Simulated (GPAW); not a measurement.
# CdS (Greenockite): optical spectrum from first principles

Aim: the dielectric function of CdS (Greenockite), and the optical constants that follow from it. The cell comes from an older database entry, whose edges can differ from later determinations, mostly by under a per cent.

Calculated with GPAW 26.7.0; DFT, PBE, plane-wave PAW (GPAW data sets), scalar-relativistic, RPA, optical limit.

Most raw output is cut from this account.

The database entry behind the starting cell differs from later determinations by our own check (about 0.35 % long), so it need not match the best structure at ambient conditions.

### 1. The starting structure

It takes space group P6_3mc (No. 186, hexagonal). The conventional cell has a = 4.150 Å, b = 4.150 Å, c = 6.737 Å, α = 90.00°, β = 90.00°, γ = 120.00°. Cd has 4 S at 2.53 to 2.54 Å nearest. Nearest to S lie 4 Cd at 2.53 to 2.54 Å. Farther neighbours and most contacts between anions are not listed.

### 2. Ground state

First the ground state: is it a metal or has it a gap?

This step: DFT, PBE, plane-wave PAW (GPAW data sets), scalar-relativistic, ground state (GPAW 26.7.0).

gs.py reads:

```python
from ase import Atoms
from ase.dft.bandgap import bandgap
from gpaw import GPAW, PW, FermiDirac

atoms = Atoms(['Cd', 'Cd', 'S', 'S'],
              cell=[[4.149999999997, 0.000000000000, 0.000000000000],
                    [-2.074999999998, 3.594005425703, 0.000000000000],
                    [0.000000000000, 0.000000000000, 6.737000000000]],
              scaled_positions=[[0.666666666667, 0.333333333333, 0.500000000000],
                                [0.333333333333, 0.666666666667, 0.000000000000],
                                [0.666666666667, 0.333333333333, 0.875000000000],
                                [0.333333333333, 0.666666666667, 0.375000000000]],
              pbc=[True, True, True])
atoms.calc = GPAW(mode=PW(500), xc='PBE', kpts={'size': (6, 6, 4), 'gamma': True},
                  occupations=FermiDirac(0.05), maxiter=150, txt='gs.txt')
print('energy (eV)', atoms.get_potential_energy())
print('Fermi level (eV)', atoms.calc.get_fermi_level())
print('valence electrons', atoms.calc.get_number_of_electrons())
print('gap (eV)', bandgap(atoms.calc, output=None)[0])
print('direct gap (eV)', bandgap(atoms.calc, direct=True, output=None)[0])
atoms.calc.write('gs.gpw')
```

On the command line:

```console
OMP_NUM_THREADS=1 python gs.py
```

Elapsed: 30 s, on 1 thread of Arm Neoverse V1, shared host; peak memory 0.19 GiB.

Read-outs, printed or worked out from the files:

- energy: -12.65 eV
- Fermi energy: 4.081 eV
- gap on the k-mesh: 1.178 eV
- direct gap on the mesh: 1.178 eV
- electrons: 36

There is a gap, 1.18 eV on this mesh (points off the mesh can give less), so no carriers' term is needed.

### 3. Bands for the response

The response needs many more empty bands than the density does.

This step: DFT, PBE, plane-wave PAW (GPAW data sets), scalar-relativistic, bands at fixed density (GPAW 26.7.0).

nscf.py reads:

```python
from ase.dft.bandgap import bandgap
from gpaw import GPAW, FermiDirac

calc = GPAW('gs.gpw').fixed_density(kpts={'size': (9, 9, 5), 'gamma': True}, nbands=72, convergence={'bands': 66},
                                    occupations=FermiDirac(0.001), txt='nscf.txt')
print('gap (eV)', bandgap(calc, output=None)[0])
print('direct gap (eV)', bandgap(calc, direct=True, output=None)[0])
print('top band over the Fermi level (eV)', min(calc.get_eigenvalues(kpt=k)[65] for k in range(len(calc.get_ibz_k_points()))) - calc.get_fermi_level())
calc.write('full.gpw', mode='all')
```

On the command line:

```console
OMP_NUM_THREADS=1 python nscf.py
```

Wall time 7.2 min (1 thread); peak memory 0.35 GiB.

### 4. Dielectric function, RPA

Local fields let the induced charge screen the field inside the cell, which as a rule lowers ε, most along directions where the density is uneven.

This step: DFT, PBE, plane-wave PAW (GPAW data sets), scalar-relativistic, RPA, optical limit (GPAW 26.7.0).

df.py reads:

```python
from gpaw.response.df import DielectricFunction

df = DielectricFunction('full.gpw', frequencies={'type': 'nonlinear', 'domega0': 0.03, 'omega2': 8},
                        ecut=60,
                        eta=0.1,
                        nbands=66,
                        txt='df.txt')
for direction in ['x', 'z']:
    df.get_dielectric_function(xc='RPA', direction=direction, filename=f'df_{direction}.csv')
```

On the command line:

```console
OMP_NUM_THREADS=1 python df.py
```

Wall time 43 s (1 thread); peak memory 0.51 GiB.

Numbers from this step:

- electronic dielectric constant ε∞, mean over x, y and z (by symmetry where fewer were run): 5.798

Some rows of df_x.csv (energy; Re and Im without local fields; Re and Im with them):

```text
0.000000, 6.423006, 0.000000, 5.768250, 0.000000
0.555532, 6.602853, 0.077062, 5.942094, 0.074954
1.143969, 7.202854, 1.830314, 6.528876, 1.839767
1.768324, 7.791080, 1.053052, 7.040573, 1.026964
2.431988, 7.298441, 2.616838, 6.509006, 2.534084
3.138794, 7.930096, 2.271419, 6.899599, 2.107575
3.893091, 9.904862, 4.237040, 8.445420, 3.553741
4.699832, 6.058425, 6.088113, 4.885213, 5.385241
5.564682, 5.157301, 6.583464, 3.751396, 5.158014
6.494155, 2.450097, 8.527255, 2.130033, 5.556827
7.495775, -0.147683, 6.971465, 1.044664, 4.496283
8.578281, -1.912852, 3.273938, -1.070755, 3.154339
9.751884, -0.952477, 2.226323, -0.372204, 2.027651
11.028587, -0.802560, 1.753962, -0.212978, 1.615162
12.422601, -0.347630, 0.989498, -0.131224, 1.073935
13.950874, -0.030009, 0.983168, 0.202507, 0.908877
15.633783, 0.086422, 0.571476, 0.230166, 0.531575
17.496047, 0.193762, 0.509686, 0.431798, 0.514202
19.567954, 0.316487, 0.428242, 0.473369, 0.479740
```

The Im ε has structure finer than the step of the table below, so its rows give means over 0.5 eV, whole bins alone (the curve runs from 0 to 21.9 eV). Peaks (eV: height): E ∥ x 1.91: 2.92, 3.38: 4.05, 4.16: 6.78, 5.17: 6.41, 5.66: 5.95, 6.49: 5.56, 7.91: 5.67; E ∥ z 1.21: 2.06, 1.99: 3.84, 3.22: 3.54, 4.07: 6.46, 4.65: 9.97, 6.87: 6.05, 8.03: 6.43.

Sum at mesh points, not converged in k; values under the direct gap are tails of Lorentzian lines. The Im ε by photon energy; means over each step:

```tsv
photon energy (eV)	E ∥ x	E ∥ z
0.5	0.0699	0.0660
1.0	0.841	0.735
1.5	0.616	0.745
2.0	1.64	2.01
2.5	1.80	1.45
3.0	1.95	2.29
3.5	3.00	2.43
4.0	4.82	4.10
4.5	4.98	7.05
5.0	5.90	6.88
5.5	4.76	4.37
6.0	4.36	4.14
6.5	5.45	4.47
7.0	4.66	5.44
7.5	4.37	3.95
8.0	5.18	5.73
8.5	3.71	3.75
9.0	2.84	2.78
9.5	2.27	2.09
10.0	2.11	2.05
10.5	1.54	1.77
11.0	1.59	1.54
11.5	1.47	1.40
12.0	1.18	0.967
12.5	1.07	1.01
13.0	0.946	0.988
13.5	0.802	0.830
14.0	0.893	1.04
14.5	0.878	1.07
15.0	0.734	0.763
15.5	0.586	0.650
16.0	0.584	0.585
16.5	0.587	0.513
17.0	0.522	0.472
17.5	0.513	0.459
18.0	0.503	0.433
18.5	0.462	0.414
19.0	0.481	0.467
19.5	0.477	0.503
20.0	0.422	0.425
20.5	0.411	0.417
21.0	0.409	0.420
21.5	0.388	0.334
```

The reflectivity at normal incidence has structure finer than the step of the table below, so its rows give means over 0.5 eV, whole bins alone (the curve runs from 0 to 21.9 eV). Peaks (eV: height): E ∥ x 4.11: 29.3, 5.22: 29.1, 5.66: 27.8, 6.82: 28.8, 8.45: 36.7, 8.89: 35.5, 10.24: 32.3; E ∥ z 1.95: 23.7, 4.02: 30.0, 4.70: 36.4, 7.04: 30.7, 8.21: 40.5, 10.59: 33.4, 11.71: 30.0.

Sum at mesh points, not converged in k. The reflectivity at normal incidence by photon energy; means over each step:

```tsv
photon energy (eV)	E ∥ x (%)	E ∥ z (%)
0.5	17.4	17.7
1.0	19.0	19.5
1.5	17.5	17.8
2.0	18.7	19.4
2.5	18.9	19.0
3.0	20.4	21.0
3.5	20.8	19.5
4.0	26.7	26.1
4.5	24.0	31.1
5.0	26.9	31.6
5.5	23.5	22.9
6.0	21.7	21.5
6.5	26.5	21.9
7.0	26.1	29.2
7.5	24.4	22.9
8.0	31.7	32.9
8.5	34.5	36.9
9.0	32.4	35.4
9.5	30.8	30.8
10.0	28.2	25.2
10.5	27.8	30.2
11.0	21.7	22.6
11.5	24.1	28.8
12.0	23.5	23.8
12.5	19.9	16.9
13.0	19.3	15.9
13.5	15.1	13.3
14.0	12.3	11.0
14.5	14.1	17.1
15.0	14.9	17.3
15.5	12.4	15.9
16.0	8.63	12.2
16.5	8.65	11.1
17.0	7.44	7.95
17.5	6.15	6.65
18.0	6.35	5.91
18.5	4.96	4.49
19.0	4.63	3.83
19.5	4.96	5.04
20.0	4.59	4.70
20.5	3.88	3.98
21.0	3.74	4.35
21.5	3.75	3.70
```

The Im ε, E ∥ x has structure finer than the step of the table below, so its rows give means over 0.5 eV, whole bins alone (the curve runs from 0 to 21.9 eV). Peaks (eV: height): without local fields 1.91: 2.95, 3.38: 4.27, 4.11: 7.41, 5.17: 7.28, 5.61: 7.30, 6.49: 8.53, 7.79: 7.80; with local fields 1.91: 2.92, 3.38: 4.05, 4.16: 6.78, 5.17: 6.41, 5.66: 5.95, 6.49: 5.56, 7.91: 5.67.

Sum at mesh points, not converged in k; values under the direct gap are tails of Lorentzian lines. Im ε, E ∥ x against photon energy; means over each step:

```tsv
photon energy (eV)	without local fields	with local fields
0.5	0.0718	0.0699
1.0	0.839	0.841
1.5	0.622	0.616
2.0	1.65	1.64
2.5	1.83	1.80
3.0	2.07	1.95
3.5	3.18	3.00
4.0	5.43	4.82
4.5	5.46	4.98
5.0	6.72	5.90
5.5	5.73	4.76
6.0	5.92	4.36
6.5	8.27	5.45
7.0	6.90	4.66
7.5	6.85	4.37
8.0	6.13	5.18
8.5	3.68	3.71
9.0	2.85	2.84
9.5	2.26	2.27
10.0	2.10	2.11
10.5	1.58	1.54
11.0	1.75	1.59
11.5	1.37	1.47
12.0	1.02	1.18
12.5	1.01	1.07
13.0	0.940	0.946
13.5	0.840	0.802
14.0	0.971	0.893
14.5	0.870	0.878
15.0	0.698	0.734
15.5	0.599	0.586
16.0	0.651	0.584
16.5	0.497	0.587
17.0	0.458	0.522
17.5	0.484	0.513
18.0	0.370	0.503
18.5	0.338	0.462
19.0	0.436	0.481
19.5	0.428	0.477
20.0	0.349	0.422
20.5	0.320	0.411
21.0	0.286	0.409
21.5	0.291	0.388
```

The loss function −Im 1/ε at q → 0 has structure finer than the step of the table below, so its rows give means over 0.5 eV, whole bins alone (the curve runs from 0 to 21.9 eV). Peaks (eV: height): E ∥ x 13.43: 1.26, 15.54: 1.64; E ∥ z 13.43: 1.22, 16.64: 1.74, 19.94: 1.11.

Sum at mesh points, not converged in k; values under the direct gap are tails of Lorentzian lines. Table of loss function −Im 1/ε at q → 0 by energy loss; means over each step:

```tsv
energy loss (eV)	E ∥ x	E ∥ z
0.5	0.00196	0.00180
1.0	0.0208	0.0163
1.5	0.0183	0.0217
2.0	0.0429	0.0518
2.5	0.0464	0.0356
3.0	0.0413	0.0466
3.5	0.0678	0.0618
4.0	0.0647	0.0548
4.5	0.109	0.0706
5.0	0.123	0.134
5.5	0.160	0.194
6.0	0.170	0.198
6.5	0.158	0.163
7.0	0.207	0.179
7.5	0.215	0.234
8.0	0.188	0.164
8.5	0.253	0.239
9.0	0.321	0.308
9.5	0.398	0.423
10.0	0.439	0.472
10.5	0.587	0.498
11.0	0.620	0.637
11.5	0.650	0.630
12.0	0.810	0.970
12.5	0.925	0.994
13.0	1.05	1.01
13.5	1.22	1.15
14.0	1.06	0.882
14.5	1.12	0.932
15.0	1.34	1.30
15.5	1.55	1.52
16.0	1.33	1.55
16.5	1.32	1.64
17.0	1.30	1.43
17.5	1.17	1.29
18.0	1.20	1.22
18.5	1.07	1.03
19.0	1.00	0.892
19.5	1.05	1.04
20.0	1.03	1.05
20.5	0.932	0.945
21.0	0.912	1.00
21.5	0.916	0.904
```

Optical constants at common wavelengths, from n + ik = √ε:

```tsv
wavelength (nm)	n x	k x	R (%) x	1/α x	n z	k z	R (%) z	1/α z
1550	2.49	0.035	18.3	3.5 µm	2.51	0.031	18.4	3.9 µm
800	2.46	0.084	17.9	757 nm	2.47	0.091	18.0	703 nm
532	2.61	0.263	20.3	161 nm	2.45	0.165	17.8	256 nm
450	2.48	0.262	18.6	137 nm	2.55	0.310	19.7	116 nm
405	2.59	0.369	20.5	87 nm	2.66	0.361	21.4	89 nm
365	2.55	0.778	22.8	37 nm	2.48	0.610	20.5	48 nm
193	2.04	1.342	26.1	11 nm	1.95	1.097	21.3	14 nm
```

Below the direct gap, k and the depth come from the tails of the Lorentzian lines, not from transitions.

Rows near the edge hang on the gap, which this functional as a rule makes too small, and phonon-assisted absorption is left out.

### 5. Summary of results

```
electronic dielectric constant ε∞, mean over x, y and z (by symmetry where fewer were run) (RPA) : 5.80
```

What this shows: At this level (PBE, RPA) CdS has a mean ε∞ = 5.80 and n = 2.49 at 1550 nm (E ∥ x). On the mesh the gap is 1.18 eV and the least direct gap 1.18 eV. Local fields change the static value along x from 6.42 to 5.77 (-10 %). The static values by axis are 5.77 (x), 5.86 (z). Excitons and phonon-assisted transitions are missing; PBE gaps are as a rule too small, which pulls the onset down and ε∞ up. In this version of GPAW the matrix elements of the optical limit are incomplete, which can lower ε − 1 by up to a tenth where first-row anions or d states rule, and shift it by more in d metals. The sum runs over mesh points 0.19 Å⁻¹ apart with no interpolation, so peaks are partly noise of the mesh; over so small a direct gap single mesh points weigh heavily, so ε∞, n and their changes from run to run can be far off.

[Machine, clock and banner lines and Python warnings are left out of the logs.]

[Logs are printed without paths, hosts, clocks, repeated set-up lines and the standing remarks that a program may print on its own settings, such as how far it seeks lower states.]

[Hosts, paths, dates, database ids (printed as entryN), source tags and the programs' standing remarks are cut or masked in the printed files.]
